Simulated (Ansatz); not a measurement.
# Screened interactions in NaMoO3 (cubic perovskite) (Pm-3m)

Wanted: the parameters of a Hubbard-Kanamori model for NaMoO3 (cubic perovskite) (Pm-3m).

Calculated with Ansatz 0.2.0; non-magnetic LDA, then constrained RPA, plane waves, PAW.

Most raw output is cut from this account.

The structure was built from a prototype and need not be the compound's stable phase.

## Step 1: Set-up

It takes space group Pm-3m (No. 221, cubic). Conventional cell: a = 3.830 Å, b = 3.830 Å, c = 3.830 Å, α = 90.00°, β = 90.00°, γ = 90.00°. Na has 12 O at 2.71 Å nearest. Nearest to Mo lie 6 O at 1.92 Å. Nearest to O lie 2 Mo at 1.92 Å and 4 Na at 2.71 Å. Farther neighbours and most contacts between anions are not listed.

The structure was relaxed with LDA. The structure type comes from a generator and need not be one that this composition takes. The structure was generated from a model, not taken from a measurement. The runs that relaxed it are not among those shown. The program's search for lower electronic states was switched off, so nothing shows that the state found is the lowest. The default PAW set here is soft_2. Its files were made with PBE.

## Step 2: LDA bands and orbital weights

This step: DFT, LDA, plane waves, PAW.

Contents of input.yaml:

```yaml
crystal:
  lattice:
    - [0.0, -3.83009225, 0.0]
    - [0.0, 0.0, 3.83009225]
    - [-3.83009225, 0.0, 0.0]
  atoms:
    - { symbol: Na, position: [0.0, 0.0, 0.0] }
    - { symbol: Mo, position: [0.5, 0.5, 0.5] }
    - { symbol: O, position: [0.5, 0.5, 0.0] }
    - { symbol: O, position: [0.5, 0.0, 0.5] }
    - { symbol: O, position: [0.0, 0.5, 0.5] }
kpoints:
  mp_grid: { grid: [6, 6, 6] }
  band_path:
    path:
      - [[0.0, 0.0, 0.0], [0.0, 0.5, 0.0], [0.5, 0.5, 0.0], [0.0, 0.0, 0.0], [0.5, 0.5, 0.5], [0.0, 0.5, 0.0]]
      - [[0.5, 0.5, 0.5], [0.5, 0.5, 0.0]]
    npoints: 10
hamiltonian:
  xc: lda
scf:
  occupations: { method: gaussian, width: 0.08 }
  n_extra_bands: 19
  max_iter: 150
  lower_state_search: "off"
output:
  eigenvalues: true
  forces: true
  stress: true
  fatbands: true
  write_density: true
  write_potential: true
  elf: true
  volumetric_format: npy
```

The run is started by

```
> ansatz run input.yaml --threads 4 --pin off --max-ram 9216MiB --backend cpu --events-out ev --progress --plain --runs-dir out
```

Run time: 1.9 s. Hardware: 4 threads of Arm Neoverse V2, shared host; peak memory 0.36 GiB; 6.9 s of CPU time.

Numbers from this step:

* pressure: -0.004603 GPa

The electronic bands at the labelled points (eV, zero at the Fermi level):

```
    point  band 17  band 18  band 19  band 20  band 21  band 22  band 23  band 24
        Γ    -3.41    -3.03    -3.03    -3.03    -1.48    -1.48    -1.48     2.79
  halfway    -4.32    -3.64    -3.13    -3.13    -1.45     0.29     0.29     2.80
        X    -4.64    -3.84    -3.13    -3.13    -1.41     1.63     1.63     2.80
  halfway    -4.40    -3.98    -3.79    -2.82     0.32     1.64     1.98     4.02
        M    -4.29    -4.29    -3.94    -2.20     1.65     1.65     2.67     4.43
  halfway    -4.06    -4.03    -3.70    -2.98     0.22     0.39     0.97     3.79
        Γ    -3.41    -3.03    -3.03    -3.03    -1.48    -1.48    -1.48     2.79
  halfway    -5.50    -3.16    -3.16    -2.83     0.79     1.10     1.10     5.66
        R    -7.33    -2.17    -2.17    -2.17     2.72     2.72     2.72     5.41
  halfway    -5.69    -3.05    -3.05    -2.68     1.02     1.92     2.09     6.15
        X    -4.64    -3.84    -3.13    -3.13    -1.41     1.63     1.63     2.80
jump to R    -7.33    -2.17    -2.17    -2.17     2.72     2.72     2.72     5.41
  halfway    -6.08    -2.85    -2.85    -2.18     2.03     2.03     2.69     6.23
        M    -4.29    -4.29    -3.94    -2.20     1.65     1.65     2.67     4.43
```

Of the projections kept (Mo 4d, O 2p), the largest for each band there; the rest of the weight can lie on other orbitals:

```
point    band 17    band 18    band 19    band 20     band 21     band 22     band 23     band 24
    Γ  O 2p 0.99  O 2p 0.97  O 2p 0.97  O 2p 0.97  Mo 4d 1.00  Mo 4d 1.00  Mo 4d 1.00  Mo 4d 0.70
    X  O 2p 0.95  O 2p 0.98  O 2p 0.98  O 2p 0.98  Mo 4d 1.00  Mo 4d 0.60  Mo 4d 0.60  Mo 4d 0.72
    M  O 2p 0.97  O 2p 0.97  O 2p 0.95  O 2p 1.00  Mo 4d 0.61  Mo 4d 0.61  Mo 4d 0.56  Mo 4d 0.63
    Γ  O 2p 0.99  O 2p 0.97  O 2p 0.97  O 2p 0.97  Mo 4d 1.00  Mo 4d 1.00  Mo 4d 1.00  Mo 4d 0.70
    R  O 2p 0.86  O 2p 1.00  O 2p 1.00  O 2p 1.00  Mo 4d 0.54  Mo 4d 0.54  Mo 4d 0.54           -
    X  O 2p 0.95  O 2p 0.98  O 2p 0.98  O 2p 0.98  Mo 4d 1.00  Mo 4d 0.60  Mo 4d 0.60  Mo 4d 0.72
```

Valence density in the ac plane at fractional y = 0.500, with atoms of Mo and O within 0.2 Å of it. It is the smooth field of the valence electrons, not physical close to the nuclei.

Ten even steps from '0' (0.0 e/Å³) to '9' (7.2 e/Å³), each cell a mean:
```
00000368620000
00000134310000
00000011100000
00000011100000
22100245410012
75211578741136
97312688851148
86212588741136
42101356520013
10000122100000
00000011100000
00000123210000
00000267520000
00001489720000
```
Columns run along a (3.8 Å), rows up along c (3.8 Å). Atoms in or near the plane, at fractional coordinates: Mo at (0.50, 0.50), O at (0.50, 0.00), O at (0.00, 0.50).

Electrostatic potential energy in the ac plane at fractional y = 0.500, with atoms of Mo and O within 0.2 Å of it. With pseudopotentials it is smooth inside the atoms' cores, unlike the true potential.

Ten even steps from '0' (-70 eV) to '9' (14 eV), each cell a mean:
```
99999643479999
99999865689999
99999887899999
99998766689999
67987532358987
44785200036864
23675100026753
34785200036864
56886421257886
99998655578999
99999887889999
99999876799999
99999643479999
99999532469999
```
Columns run along a (3.8 Å; values clipped at the 3rd and 97th percentile), rows up along c (3.8 Å). Atoms in or near the plane, at fractional coordinates: Mo at (0.50, 0.50), O at (0.50, 0.00), O at (0.00, 0.50).

## Step 3: Constrained RPA: Mo t2g, bands v1 to c2, 4×4×4 mesh, medium accuracy

Constrained RPA screens the interaction with every transition except those inside the target bands, which a later many-body model would treat itself.

This step: constrained RPA on LDA, plane waves, PAW.

input.yaml, the sections that differ from step 2:

```yaml
kpoints:
  mp_grid: { grid: [6, 6, 6] }
output:
  crpa:
    kmesh: [4, 4, 4]
    target_bands: [v1, c2]
    projections: [{ species: Mo, l: d, shell: 4, orbitals: [dxz, dyz, dxy] }]
  local_orbitals:
    kmesh: [8, 8, 8]
    orbitals: [{ species: Mo, l: d, shell: 4, orbitals: [dxz, dyz, dxy] }]
    window: { bands: [v1, c2] }
    seedname: lo
# crystal, hamiltonian, scf: as in step 2
```

It took 21 s on 4 threads; peak memory 0.49 GiB.

Numbers from this step:

```
U                                                 : 2.819 eV
U prime (inter-orbital)                           : 2.204 eV
J                                                 : 0.2825 eV
bare V                                            : 11.75 eV
bare J                                            : 0.3945 eV
stated bound on U                                 : 0.002829 eV
U over bare V                                     : 0.2399
electrons in the window                           : 1.0000
head of the constrained inverse dielectric matrix : 0.1879
least eigenvalue of the projection's overlap      : 0.5423
target functions                                  : 3
bands in the sums                                 : 46
r.m.s. miss of the model bands                    : 0.003047 eV
width of the target bands                         : 4.196 eV
weight of the projected orbitals in the window    : 0.6716
```

On the Mo t2g shell, screening brings the on-site interaction from 11.7 eV down to U = 2.82 eV.

Kanamori averages over each shell's functions. Crpa shells, by row:

| site | element | shell | orbitals | U (eV) | U' (eV) | J (eV) | bare V (eV) | bare V' (eV) | bare J (eV) | bound on U (eV) |
| --- | --- | --- | --- | --- | --- | --- | --- | --- | --- | --- |
| 2 | Mo | 4D | 3 | 2.819 | 2.204 | 0.2825 | 11.75 | 10.8 | 0.3945 | 0.002829 |

Density-density elements U_iijj, eV. U matrix, by row:

| orbital | Mo2 dxz | Mo2 dyz | Mo2 dxy |
| --- | --- | --- | --- |
| Mo2 dxz | 2.819 | 2.204 | 2.204 |
| Mo2 dyz | 2.204 | 2.819 | 2.204 |
| Mo2 dxy | 2.204 | 2.204 | 2.819 |

Exchange elements U_ijji, eV. J matrix, by row:

| orbital | Mo2 dxz | Mo2 dyz | Mo2 dxy |
| --- | --- | --- | --- |
| Mo2 dxz | - | 0.283 | 0.283 |
| Mo2 dyz | 0.283 | - | 0.283 |
| Mo2 dxy | 0.283 | 0.283 | - |

Projected local orbitals of the target window. Electronic bands along the path, in eV, zero at the Fermi level; # counts the bands kept:

| point | #1 | #2 | #3 |
| --- | --- | --- | --- |
| Γ | -1.48 | -1.48 | -1.48 |
| halfway | -1.45 | 0.29 | 0.29 |
| X | -1.41 | 1.63 | 1.63 |
| halfway | 0.32 | 1.64 | 1.98 |
| M | 1.65 | 1.65 | 2.67 |
| halfway | 0.22 | 0.39 | 0.97 |
| Γ | -1.48 | -1.48 | -1.48 |
| halfway | 0.79 | 1.10 | 1.10 |
| R | 2.72 | 2.72 | 2.72 |
| halfway | 1.02 | 1.92 | 2.09 |
| X | -1.41 | 1.63 | 1.63 |
| jump to R | 2.72 | 2.72 | 2.72 |
| halfway | 2.03 | 2.03 | 2.69 |
| M | 1.65 | 1.65 | 2.67 |

The same for Kohn-Sham, solved directly:

```csv
point,#1,#2,#3
Γ,-1.48,-1.48,-1.48
X,-1.41,1.63,1.63
M,1.65,1.65,2.67
Γ,-1.48,-1.48,-1.48
R,2.72,2.72,2.72
X,-1.41,1.63,1.63
R,2.72,2.72,2.72
M,1.65,1.65,2.67
```

Onsite levels, by row:

```
orbital  level less Fermi level (eV)
Mo2 dxz                        1.112
Mo2 dyz                        1.112
Mo2 dxy                        1.112
```

Largest distinct elements between sites. Hoppings, by row:

| from | to | cell | distance (Å) | t (eV) |
| --- | --- | --- | --- | --- |
| Mo2 dxy | Mo2 dxy | 1 0 0 | 3.83 | -0.4655 |
| Mo2 dyz | Mo2 dyz | -1 -1 0 | 5.417 | -0.1205 |
| Mo2 dxz | Mo2 dxy | -1 -1 0 | 5.417 | -0.0238 |
| Mo2 dyz | Mo2 dyz | 2 -1 0 | 8.564 | -0.0195 |
| Mo2 dxz | Mo2 dxz | 0 0 2 | 7.66 | 0.0189 |
| Mo2 dxz | Mo2 dxz | 0 -2 2 | 10.83 | -0.0114 |
| Mo2 dyz | Mo2 dyz | 0 0 1 | 3.83 | -0.0096 |
| Mo2 dxy | Mo2 dxy | -2 0 -3 | 13.81 | -0.0034 |
| Mo2 dxz | Mo2 dxz | 0 0 3 | 11.49 | -0.0029 |
| Mo2 dyz | Mo2 dyz | -3 3 0 | 16.25 | -0.0022 |
| Mo2 dyz | Mo2 dyz | -3 -1 0 | 12.11 | -0.0022 |
| Mo2 dyz | Mo2 dxz | -1 -2 1 | 9.382 | 0.0011 |

## Step 4: Constrained RPA: Mo t2g + anion p, bands v10 to c2, 4×4×4 mesh, medium accuracy

input.yaml, the sections that differ from step 3:

```yaml
output:
  crpa:
    kmesh: [4, 4, 4]
    target_bands: [v10, c2]
    projections:
      - { species: Mo, l: d, shell: 4, orbitals: [dxz, dyz, dxy] }
      - { species: O, l: p, shell: 2 }
  local_orbitals:
    kmesh: [8, 8, 8]
    orbitals:
      - { species: Mo, l: d, shell: 4, orbitals: [dxz, dyz, dxy] }
      - { species: O, l: p, shell: 2 }
    window: { bands: [v10, c2] }
    seedname: lo
# crystal, kpoints, hamiltonian, scf: as in step 3
```

Run time: 95 s. Hardware: 4 threads; peak memory 0.6 GiB.

This step gave:

```
U                                                 : 6.172 eV
U prime (inter-orbital)                           : 5.189 eV
J                                                 : 0.4948 eV
bare V                                            : 15.25 eV
bare J                                            : 0.6492 eV
stated bound on U                                 : 0.007882 eV
U over bare V                                     : 0.4046
electrons in the window                           : 19
head of the constrained inverse dielectric matrix : 0.2994
least eigenvalue of the projection's overlap      : 0.5504
target functions                                  : 12
bands in the sums                                 : 46
r.m.s. miss of the model bands                    : 5.50e-4 eV
width of the target bands                         : 11.23 eV
weight of the projected orbitals in the window    : 0.9616
```

On the Mo t2g shell, screening brings the on-site interaction from 15.3 eV down to U = 6.17 eV.

Kanamori averages over each shell's functions. Crpa shells, by row:

```
site  element  shell  orbitals  U (eV)  U' (eV)  J (eV)  bare V (eV)  bare V' (eV)  bare J (eV)  bound on U (eV)
   2       Mo     4D         3   6.172    5.189  0.4948        15.25         13.97       0.6492         0.007882
   3        O     2P         3   7.258    5.789  0.6688        18.73         16.82       0.8621          0.01164
   4        O     2P         3   7.258    5.789  0.6688        18.73         16.82       0.8621          0.01164
   5        O     2P         3   7.258    5.789  0.6688        18.73         16.82       0.8621          0.01164
```

Projected local orbitals of the target window. The electronic bands at the labelled points (eV, zero at the Fermi level; # counts the bands kept):

```
    point     #6     #7     #8     #9    #10    #11    #12
        Γ  -3.41  -3.03  -3.03  -3.03  -1.48  -1.48  -1.48
  halfway  -4.32  -3.64  -3.13  -3.13  -1.45   0.29   0.29
        X  -4.64  -3.84  -3.13  -3.13  -1.41   1.63   1.63
  halfway  -4.40  -3.98  -3.79  -2.82   0.32   1.64   1.98
        M  -4.29  -4.29  -3.94  -2.20   1.65   1.65   2.67
  halfway  -4.06  -4.03  -3.70  -2.98   0.22   0.39   0.97
        Γ  -3.41  -3.03  -3.03  -3.03  -1.48  -1.48  -1.48
  halfway  -5.50  -3.16  -3.16  -2.83   0.79   1.10   1.10
        R  -7.33  -2.17  -2.17  -2.17   2.72   2.72   2.72
  halfway  -5.69  -3.05  -3.05  -2.68   1.02   1.92   2.09
        X  -4.64  -3.84  -3.13  -3.13  -1.41   1.63   1.63
jump to R  -7.33  -2.17  -2.17  -2.17   2.72   2.72   2.72
  halfway  -6.08  -2.85  -2.85  -2.18   2.03   2.03   2.69
        M  -4.29  -4.29  -3.94  -2.20   1.65   1.65   2.67
```

The same for Kohn-Sham, solved directly:

| point | #6 | #7 | #8 | #9 | #10 | #11 | #12 |
| --- | --- | --- | --- | --- | --- | --- | --- |
| Γ | -3.41 | -3.03 | -3.03 | -3.03 | -1.48 | -1.48 | -1.48 |
| X | -4.64 | -3.84 | -3.13 | -3.13 | -1.41 | 1.63 | 1.63 |
| M | -4.29 | -4.29 | -3.94 | -2.20 | 1.65 | 1.65 | 2.67 |
| Γ | -3.41 | -3.03 | -3.03 | -3.03 | -1.48 | -1.48 | -1.48 |
| R | -7.33 | -2.17 | -2.17 | -2.17 | 2.72 | 2.72 | 2.72 |
| X | -4.64 | -3.84 | -3.13 | -3.13 | -1.41 | 1.63 | 1.63 |
| R | -7.33 | -2.17 | -2.17 | -2.17 | 2.72 | 2.72 | 2.72 |
| M | -4.29 | -4.29 | -3.94 | -2.20 | 1.65 | 1.65 | 2.67 |

Onsite levels, by row:

| orbital | level less Fermi level (eV) |
| --- | --- |
| Mo2 dxz | -1.289 |
| Mo2 dyz | -1.289 |
| Mo2 dxy | -1.289 |
| O3 pz | -3.504 |
| O3 px | -6.162 |
| O3 py | -3.504 |
| O4 pz | -6.162 |
| O4 px | -3.504 |
| O4 py | -3.504 |
| O5 pz | -3.504 |
| O5 px | -3.504 |
| O5 py | -6.162 |

Largest distinct elements between sites. Hoppings, by row:

```csv
from,to,cell,distance (Å),t (eV)
Mo2 dxy,O3 py,0 0 0,1.915,-1.728
O3 px,O3 px,0 0 -1,3.83,1.048
O3 py,O3 py,0 0 -1,3.83,-0.3139
O3 pz,O4 px,0 1 -1,2.708,0.202
O4 py,O5 py,0 -1 0,2.708,0.1785
O4 px,O5 px,0 0 0,2.708,-0.1354
O5 py,O4 pz,-1 1 0,2.708,-0.1225
O3 pz,O3 pz,0 -1 0,3.83,0.0814
O5 py,O5 py,2 0 0,7.66,0.0598
O5 pz,Mo2 dyz,-2 0 0,5.745,-0.0345
Mo2 dyz,Mo2 dyz,-1 -1 0,5.417,-0.0254
O3 py,O3 py,1 0 1,5.417,0.0224
```

## Step 5: The windows together

Times are wall times on 4 threads of Arm Neoverse V2, shared host, good to a factor of about two.

```csv
target,bands,functions,width (eV),bare V (eV),U (eV),U′ (eV),J (eV),U/V,time
Mo t2g,v1–c2,3,4.20,11.75,2.82,2.20,0.28,0.24,21 s
Mo t2g + anion p,v10–c2,12,11.23,15.25,6.17,5.19,0.49,0.40,95 s
```

## Step 6: What came out

```yaml
mo_t2g: U 2.82 eV, U′ 2.20 eV, J 0.28 eV, bare V 11.7 eV
mo_t2g_anion_p: U 6.17 eV, U′ 5.19 eV, J 0.49 eV, bare V 15.3 eV
method: constrained RPA on non-magnetic LDA, 4×4×4 mesh, static; search for lower states off
```

**Reading.** For Mo t2g, screening cuts the on-site interaction from 11.75 eV to 2.82 eV (24 %), while J goes only from 0.39 eV to 0.28 eV: the monopole is screened far more than the multipoles. U − 2J differs from U′ by +0.05 eV, so the Kanamori relation holds well. U is 0.67 times the width of the target bands. With the window Mo t2g + anion p U becomes 6.17 eV and the bare V 15.25 eV, so U/V goes from 0.24 to 0.40. The parent state is non-magnetic and the interaction static (zero frequency); U depends on the window and the orbitals, so it belongs to this model alone. The bands cross the Fermi level under this constraint, which need not be the crystal's state: magnetic order, correlation or a lattice distortion may open a gap. A window that holds the anion p bands defines a model with explicit ligands; its U belongs to that model and is not the U of DFT+U.

[Paths, hosts, dates, memory and timing lines, banners, echoed tables and standing remarks are left out of the program output.]

[Logs are printed without paths, hosts, clocks, repeated set-up lines and the standing remarks that a program may print on its own settings, such as how far it seeks lower states.]

[Runs of the session that timed out or met a known fault of the program may be left out.]

[Hosts, paths, dates, database ids (printed as entryN), source tags and the programs' standing remarks are cut or masked in the printed files.]
